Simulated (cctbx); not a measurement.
**Finding the light atoms**

Cell a = 4.4800 Å, b = 21.8970 Å, c = 3.9940 Å, α = 90.00°, β = 90.00°, γ = 90.00°; space group Cmmm (no. 65); content Pb4 Cu6 S6 O4. The heavier atoms are placed; O is still missing.

The data are simulated with cctbx, not measured: Ag Kα, λ = 0.56087 Å, to d = 0.7 Å, 80 % of the full sphere, strongest reflection 5000 counts, noise from counting, a 1.5 % proportional error and a noise floor of 15 counts (s.d.); no absorption.

Refinement without O (map in e/Å³):

```text
Rint 0.044, 383 unique reflections to 0.70 A
cycle     R1     wR2    GooF  max shift (A)
   1  0.2241  0.3874  12.717   0.05268
   2  0.0560  0.0987   3.239   0.00001
final R1 0.0560 wR2 0.0987 GooF 3.239  parameters 8  data/parameter 47.9
atom        x        y        z      Ueq    occ   su(xyz)  su(Uiso or U11)
Pb1    0.00000  0.39759  0.50000   0.0040  1.000  0.00005  0.0002
Cu1    0.00000  0.00000  0.00000   0.0052  1.000  0.00000  0.0010
Cu2    0.50000  0.30158  0.00000   0.0039  1.000  0.00017  0.0007
S1     0.50000  0.00000  0.00000   0.0073  1.000  0.00000  0.0019
S2     0.00000  0.29750  0.00000   0.0038  1.000  0.00029  0.0013
difference map: max 25.77 min -3.16 rms 1.00
Q1    0.0000  0.1028  0.0000    4   25.87  2.09 A from Cu2
Q2    0.0000  0.3705  0.5000    4    3.45  0.59 A from Pb1
Q3    0.0000  0.2086  0.0000    4    3.42  0.22 A from Cu2
Q4    0.0000  0.0569  0.0000    4    3.26  1.25 A from Cu1
Q5    0.0000  0.2942  0.5000    4    2.90  2.00 A from S2
Q6    0.0000  0.5000  0.0000    2    2.78  0.00 A from S1
Q7    0.0000  0.2180  0.5000    4    2.65  2.04 A from Cu2
Q8    0.0000  0.3283  0.5000    4    2.40  1.52 A from Pb1
```

The data are simulated with cctbx, not measured: neutrons of λ = 0.84 Å, to d = 0.8 Å, 80 % of the full sphere, strongest reflection 5000 counts, noise from counting, a 1.5 % proportional error and a noise floor of 15 counts (s.d.); no absorption.

Refinement without O (map in fm/Å³; only maxima are listed):

```text
Rint 0.035, 265 unique reflections to 0.80 A
cycle     R1     wR2    GooF  max shift (A)
   1  0.3801  0.6202  22.551   0.02285
   8  0.3206  0.5536  20.132   0.00059
final R1 0.3452 wR2 0.5842 GooF 21.241  parameters 8  data/parameter 33.1
atom        x        y        z      Ueq    occ   su(xyz)  su(Uiso or U11)
Pb1    0.00000  0.39823  0.50000   0.0260  1.000  0.00110  0.0052
Cu1    0.00000  0.00000  0.00000   0.0080  1.000  0.00000  0.0060
Cu2    0.50000  0.30127  0.00000   0.0070  1.000  0.00081  0.0044
S1     0.50000  0.00000  0.00000   0.0124  1.000  0.00000  0.0159
S2     0.00000  0.29648  0.00000   0.0187  1.000  0.00267  0.0123
difference map: max 20.13 min -5.96 rms 1.38
Q1    0.0000  0.1010  0.0000    4   20.18  2.14 A from Cu2
Q2    0.0000  0.5000  0.5000    2   19.59  2.00 A from S1
Q3    0.0000  0.0000  0.0000    2   17.70  0.00 A from Cu1
Q4    0.0000  0.2977  0.5000    4   15.86  2.00 A from S2
Q5    0.0000  0.2020  0.0000    4   14.39  0.07 A from Cu2
Q6    0.0000  0.4163  0.0000    4    4.62  1.83 A from S1
Q7    0.0000  0.2854  0.0000    4    2.97  0.24 A from S2
Q8    0.0000  0.2220  0.5000    4    2.84  2.06 A from Cu2
```

**Question.** Where is O, and which data fix it better?

O sits at (0, 0.1021, 0). Adding it takes R1 from 0.056 to 0.018 with X-rays and from 0.345 to 0.016 with neutrons. Its largest coordinate s.u. is 0.00040 with X-rays and 0.00006 with neutrons, so neutrons fix it better in these data. In the X-ray map Q1 marks it. In the neutron map Q1 marks it.

Final neutron refinement:

```text
Rint 0.035, 265 unique reflections to 0.80 A
cycle     R1     wR2    GooF  max shift (A)
   1  0.1139  0.2468   9.011   0.00559
   2  0.0162  0.0274   0.999   0.00000
final R1 0.0162 wR2 0.0274 GooF 0.999  parameters 10  data/parameter 26.5
atom        x        y        z      Ueq    occ   su(xyz)  su(Uiso or U11)
Pb1    0.00000  0.39761  0.50000   0.0042  1.000  0.00003  0.0001
Cu1    0.00000  0.00000  0.00000   0.0051  1.000  0.00000  0.0002
Cu2    0.50000  0.30149  0.00000   0.0041  1.000  0.00003  0.0002
S1     0.50000  0.00000  0.00000   0.0051  1.000  0.00000  0.0005
S2     0.00000  0.29724  0.00000   0.0057  1.000  0.00008  0.0004
O1     0.00000  0.10207  0.00000   0.0065  1.000  0.00006  0.0002
difference map: max 0.67 min -0.61 rms 0.15
Q1    0.0000  0.5000  0.5000    2    0.67  2.00 A from S1
Q2    0.0000  0.3283  0.5000    4    0.51  1.52 A from Pb1
Q3    0.0000  0.1794  0.0000    4    0.50  0.42 A from Cu2
Q4    0.1456  0.3843  0.0958   16    0.50  1.66 A from O1
Q5    0.0000  0.4164  0.0000    4    0.50  1.83 A from S1
Q6    0.0000  0.1963  0.5000    4    0.45  2.00 A from Cu2
```

The model was made for the exercise: a known structure type with other elements put in, its volume estimated, not relaxed; displacement parameters are assumed.

[Middle refinement cycles are left out of these outputs.]

[Logs are printed without paths, hosts, clocks, repeated set-up lines and the standing remarks that a program may print on its own settings, such as how far it seeks lower states.]
